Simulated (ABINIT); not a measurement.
**Quasiparticle gap of MgO (Fm-3m) in ABINIT**

How does a plane-wave GW calculation on MgO (Fm-3m) run from the first input to the gap?

Method: PBE and many-body steps on it, plane waves, in ABINIT 10.8.3.

**What was measured.**

- Gap 7.83 eV: literature experimental gap; bulk crystal (quoted in “Electronic structure of alkaline earth and post-transition metal oxides”, 2009, arxiv:0908.1581).

- Gap 7.83 eV: direct gap at Gamma, low temperature; bulk crystal (literature value) (quoted in “The Band-Gap Studies of Short-Period CdO/MgO Superlattices”, 2021, pmc:8035356).

Report form: the programs' logs are mostly left out.

### Step 1. Set-up

The structure is cubic, space group Fm-3m (No. 225). The conventional cell has a = 4.194 Å, b = 4.194 Å, c = 4.194 Å, α = 90.00°, β = 90.00°, γ = 90.00°. Mg has 6 O at 2.10 Å nearest. Nearest to O lie 6 Mg at 2.10 Å. Farther neighbours and most contacts between anions are not listed.

The cell and positions are those that the Materials Project relaxed with its own functionals (PBE, PBE+U or r2SCAN), kept fixed.

### Step 2. Ground state

This step: ABINIT 10.8.3; DFT, PBE, plane waves, norm-conserving pseudopotentials.

The ground-state density comes first.

Input file run.abi:

```
acell 3*1.0 Angstrom
rprim 
  -0.000000000000 2.097001392700 2.097001392700
  2.097001392700 0.000000000000 2.097001392700
  2.097001392700 2.097001392700 0.000000000000
ntypat 2
znucl 12 8
natom 2
typat 1 2
xred 
  0.000000000000 0.000000000000 0.000000000000
  0.500000000000 0.500000000000 0.500000000000
pp_dirpath "pseudos"
pseudos "Mg.upf, O.upf"
ecut 38
ngkpt 8 8 8
nshiftk 1
shiftk 0 0 0
kptopt 1
chksymbreak 0
nband 13
occopt 1
tolvrs 1e-10
nstep 60
prtwf 0
optforces 0
optstress 0
indata_prefix "in"
outdata_prefix "out"
tmpdata_prefix "tmp"
```

Command:

```sh
> OMP_NUM_THREADS=1 mpirun -n 8 abinit run.abi > log
```

Wall time 3.1 s (8 MPI ranks of Intel Xeon Platinum 8488C (Sapphire Rapids), shared host); peak memory 0.55 GiB; 23 s of CPU time.

Numbers from this step:

```yaml
total_energy: -2069.4380 eV
gap: 4.895 eV
k_of_the_valence_top: 0, 0, 0
k_of_the_conduction_bottom: 0, 0, 0
least_direct_gap: 4.895 eV
```

The gap is direct, at Γ.

### Step 3. Bands along the symmetry lines

Levels along a band path, at the cheap level, show where the edges lie and whether the meshes to come will hold them.

Input file run.abi:

```
acell 3*1.0 Angstrom
rprim 
  -0.000000000000 2.097001392700 2.097001392700
  2.097001392700 0.000000000000 2.097001392700
  2.097001392700 2.097001392700 0.000000000000
ntypat 2
znucl 12 8
natom 2
typat 1 2
xred 
  0.000000000000 0.000000000000 0.000000000000
  0.500000000000 0.500000000000 0.500000000000
pp_dirpath "pseudos"
pseudos "Mg.upf, O.upf"
ecut 38
iscf -2
irdden 1
kptopt 0
nkpt 50
kpt 
  0.00000000 0.00000000 0.00000000
  0.06250000 0.00000000 0.06250000
  0.12500000 0.00000000 0.12500000
  0.18750000 0.00000000 0.18750000
  0.25000000 0.00000000 0.25000000
  0.31250000 0.00000000 0.31250000
  0.37500000 0.00000000 0.37500000
  0.43750000 0.00000000 0.43750000
  0.50000000 0.00000000 0.50000000
  0.51562500 0.03125000 0.51562500
  0.53125000 0.06250000 0.53125000
  0.54687500 0.09375000 0.54687500
  0.56250000 0.12500000 0.56250000
  0.57812500 0.15625000 0.57812500
  0.59375000 0.18750000 0.59375000
  0.60937500 0.21875000 0.60937500
  0.62500000 0.25000000 0.62500000
  0.37500000 0.37500000 0.75000000
  0.32812500 0.32812500 0.65625000
  0.28125000 0.28125000 0.56250000
  0.23437500 0.23437500 0.46875000
  0.18750000 0.18750000 0.37500000
  0.14062500 0.14062500 0.28125000
  0.09375000 0.09375000 0.18750000
  0.04687500 0.04687500 0.09375000
  0.00000000 0.00000000 0.00000000
  0.06250000 0.06250000 0.06250000
  0.12500000 0.12500000 0.12500000
  0.18750000 0.18750000 0.18750000
  0.25000000 0.25000000 0.25000000
  0.31250000 0.31250000 0.31250000
  0.37500000 0.37500000 0.37500000
  0.43750000 0.43750000 0.43750000
  0.50000000 0.50000000 0.50000000
  0.50000000 0.46875000 0.53125000
  0.50000000 0.43750000 0.56250000
  0.50000000 0.40625000 0.59375000
  0.50000000 0.37500000 0.62500000
  0.50000000 0.34375000 0.65625000
  0.50000000 0.31250000 0.68750000
  0.50000000 0.28125000 0.71875000
  0.50000000 0.25000000 0.75000000
  0.50000000 0.21875000 0.71875000
  0.50000000 0.18750000 0.68750000
  0.50000000 0.15625000 0.65625000
  0.50000000 0.12500000 0.62500000
  0.50000000 0.09375000 0.59375000
  0.50000000 0.06250000 0.56250000
  0.50000000 0.03125000 0.53125000
  0.50000000 0.00000000 0.50000000
istwfk *1
nband 15
nbdbuf 2
tolwfr 1e-08
nstep 40
prtwf 0
prtvol 0
indata_prefix "in"
outdata_prefix "out"
tmpdata_prefix "tmp"
```

The job ended after 2.7 s (8 MPI ranks; peak memory 0.08 GiB).

Numbers from this step:

```
gap                        : 4.895 eV
k of the valence top       : 0, 0, 0
k of the conduction bottom : 0, 0, 0
least direct gap           : 4.895 eV
```

The gap is 4.895 eV, as in the run before at this level.

Electronic bands along the path, in eV, zero at the top of the highest filled band; v1 is the highest filled band, c1 the lowest empty one:

```csv
point,v4,v3,v2,v1,c1,c2,c3,c4
Γ,-17.25,0.00,0.00,0.00,4.89,16.04,16.04,16.04
halfway,-16.47,-2.63,-0.74,-0.74,8.23,11.31,15.69,17.68
X,-15.67,-4.09,-1.35,-1.35,9.24,10.15,13.23,19.19
halfway,-15.66,-3.94,-1.80,-1.30,9.63,10.67,13.07,18.82
U,-15.65,-3.50,-2.72,-1.15,10.22,11.95,12.66,18.34
jump to K,-15.65,-3.50,-2.72,-1.15,10.22,11.95,12.66,18.34
halfway,-16.39,-2.94,-1.18,-0.39,8.32,12.13,15.56,18.15
Γ,-17.25,0.00,0.00,0.00,4.89,16.04,16.04,16.04
halfway,-16.63,-2.66,-0.34,-0.34,7.24,12.72,16.87,16.87
L,-15.90,-4.64,-0.65,-0.65,8.02,12.76,16.49,16.49
halfway,-15.76,-4.02,-1.94,-0.99,9.80,12.34,13.67,17.10
W,-15.61,-2.96,-2.96,-1.78,11.77,11.77,12.35,15.74
halfway,-15.64,-3.79,-1.90,-1.57,10.13,11.04,12.89,17.56
X,-15.67,-4.09,-1.35,-1.35,9.24,10.15,13.23,19.19
```

### Step 4. Empty states on the mesh, 6×6×6 mesh, 152 bands

The sums over transitions need many empty states on a uniform mesh; this step solves for them.

Input file run.abi:

```
acell 3*1.0 Angstrom
rprim 
  -0.000000000000 2.097001392700 2.097001392700
  2.097001392700 0.000000000000 2.097001392700
  2.097001392700 2.097001392700 0.000000000000
ntypat 2
znucl 12 8
natom 2
typat 1 2
xred 
  0.000000000000 0.000000000000 0.000000000000
  0.500000000000 0.500000000000 0.500000000000
pp_dirpath "pseudos"
pseudos "Mg.upf, O.upf"
ecut 38
ngkpt 6 6 6
nshiftk 1
shiftk 0 0 0
kptopt 1
chksymbreak 0
irdden 1
istwfk *1
nband 152
prtvol 0
optdriver 6
gwr_task "HDIAGO"
paral_kgb 0
occopt 1
indata_prefix "in"
outdata_prefix "out"
tmpdata_prefix "tmp"
```

The job ended after 4.8 s (8 MPI ranks; peak memory 1.3 GiB).

This step gave:

```
gap                                                           : 4.895 eV
k of the valence top                                          : 0, 0, 0
k of the conduction bottom                                    : 0, 0, 0
least direct gap                                              : 4.895 eV
k points computed                                             : 16
lowest point of the top converged band, above the valence top : 203.5316 eV
```

On this mesh the gap is 4.895 eV.

### Step 5. Screening, 6×6×6 mesh, 144 bands, screening to 261.2 eV

The RPA dielectric matrix is built and inverted for each q.

This step: RPA screening on PBE, plane waves, norm-conserving pseudopotentials.

run.abi: that of step 4 with these lines changed.

```diff
@@ -20,10 +20,11 @@
 chksymbreak 0
-irdden 1
 istwfk *1
-nband 152
-prtvol 0
-optdriver 6
-gwr_task "HDIAGO"
-paral_kgb 0
 occopt 1
+irdwfk 1
+optdriver 3
+nband 144
+ecuteps 9.6
+inclvkb 2
+awtr 1
+symchi 1
 indata_prefix "in"
```

Wall time 52 s (8 MPI ranks); peak memory 1.5 GiB.

This step gave:

```
ε∞ with local fields, on this mesh, along the program's q direction : 3.019
the same without local fields                                       : 3.238
plasma frequency                                                    : 34.59 eV
plane waves in the screening matrix                                 : 169
```

Local fields lower ε∞ by 7 %.

### Step 6. Self-energy, 6×6×6 mesh, 144 bands, screening to 261.2 eV

The self-energy is evaluated for the states that the input lists, and the levels follow from it, in one-shot runs by the linearised quasiparticle equation.

This step: G0W0 on PBE, plane waves, norm-conserving pseudopotentials.

run.abi: that of step 5 with these lines changed.

```diff
@@ -23,8 +23,15 @@
 irdwfk 1
-optdriver 3
+optdriver 4
 nband 144
+gwcalctyp 0
+ecutsigx 38
+symsigma 1
+nkptgw 1
+kptgw 
+  0.0000000000 0.0000000000 0.0000000000
+bdgw 
+  6 12
 ecuteps 9.6
-inclvkb 2
-awtr 1
-symchi 1
+irdscr 1
+ppmodel 1
 indata_prefix "in"
```

Wall time 4.6 s (8 MPI ranks); peak memory 1.2 GiB.

Numbers from this step:

- G0W0 gap on the points computed: 7.253 eV
- starting gap on the mesh: 4.895 eV
- k of the valence top: 0, 0, 0
- k of the conduction bottom: 0, 0, 0
- Z at the valence top: 0.808
- Z at the conduction bottom: 0.855
- least direct G0W0 gap on the computed points: 7.253 eV

The gap on the mesh goes from 4.89 eV to 7.25 eV, a correction of +2.36 eV.

Limits: finite bands, cutoff and mesh. v1 is the top filled band, c1 the lowest empty one. Levels before and after the correction, in eV, zero at the valence-band top of each column:

```csv
,conduction bottom,valence top
Kohn-Sham,4.89,0.00
G0W0,7.25,0.00
```

```csv
,level,energy (eV)
Kohn-Sham,Γ v3-v1,0.000
Kohn-Sham,Γ c1,4.895
Kohn-Sham,Γ c2-c4,16.036
G0W0,Γ v3-v1,0.000
G0W0,Γ c1,7.253
G0W0,Γ c2-c4,18.595
```

### Step 7. Where the time went

Times are wall times on 8 MPI ranks of Intel Xeon Platinum 8488C (Sapphire Rapids), shared host, good to a factor of about two.

```csv
step,time,share,memory (GiB)
ground state,3.1 s,5 %,0.55
bands along the symmetry lines,2.7 s,4 %,0.08
empty states on the mesh,4.8 s,7 %,1.3
screening,52 s,77 %,1.5
self-energy,4.6 s,7 %,1.2
```

### Step 8. Results

* PBE gap: 4.89 eV, direct
* G0W0 gap on the mesh: 7.25 eV
* GW settings: 6×6×6 mesh, 144 bands, screening to 261.2 eV, Godby-Needs plasmon pole
* known limits: not at the basis limit

In words: G0W0 moves the gap on the mesh from 4.89 eV to 7.25 eV (+2.36 eV), with Z of 0.81 and 0.85 at the edges. Local fields lower the RPA ε∞ on this mesh from 3.24 to 3.02. Only 1 of the mesh's irreducible points was corrected, so a valley elsewhere could overtake. The dearest step here is «screening». Against experiment, by G0W0@PBE: the gap of 7.25 eV lies −0.58 eV from the measured 7.83 eV (kind not stated, quoted 2009); the direct gap of 7.25 eV lies −0.58 eV from the measured 7.83 eV (direct, quoted 2021). An exciton line or allowed optical edge lies below the quasiparticle gap by the binding energy; a forbidden edge can push the onset above it. The calculation has static nuclei and no excitons; a measured gap holds zero-point and thermal motion, which mostly lowers it. Against the values above the computed gap that would widen the miss. A likelier cause is too strong a screening: the start's gap is only 4.89 eV, and one shot does not repair that. Bands and cutoff are finite, so the gap is not at the basis limit. The miss can reach some tenths of an eV and take either sign; the mesh is an error of its own. In the G0W0 run levels were corrected at 1 k point alone, so a gap called «on the mesh» is the least over those, and an edge elsewhere would be missed.

[Paths, hosts, dates, memory and timing lines, banners, echoed tables and standing remarks are left out of the program output.]

[Logs are printed without paths, hosts, clocks, repeated set-up lines and the standing remarks that a program may print on its own settings, such as how far it seeks lower states.]

[Runs of the session that timed out or met a known fault of the program may be left out.]

[No measured gap is set beside runs whose start may be inverted or whose files or cutoffs have a known fault.]

[Hosts, paths, dates, database ids (printed as entryN), source tags and the programs' standing remarks are cut or masked in the printed files.]

[G0W0 gaps are taken among the corrected bands and points alone; a level outside them can change the order at an edge.]

[Where Ansatz stands beside ABINIT at settings called matched, ABINIT's density can come from a denser mesh and the files from another edition; pairs whose starting gaps differed by over 0.03 eV were left out, so agreement reads better than it is.]
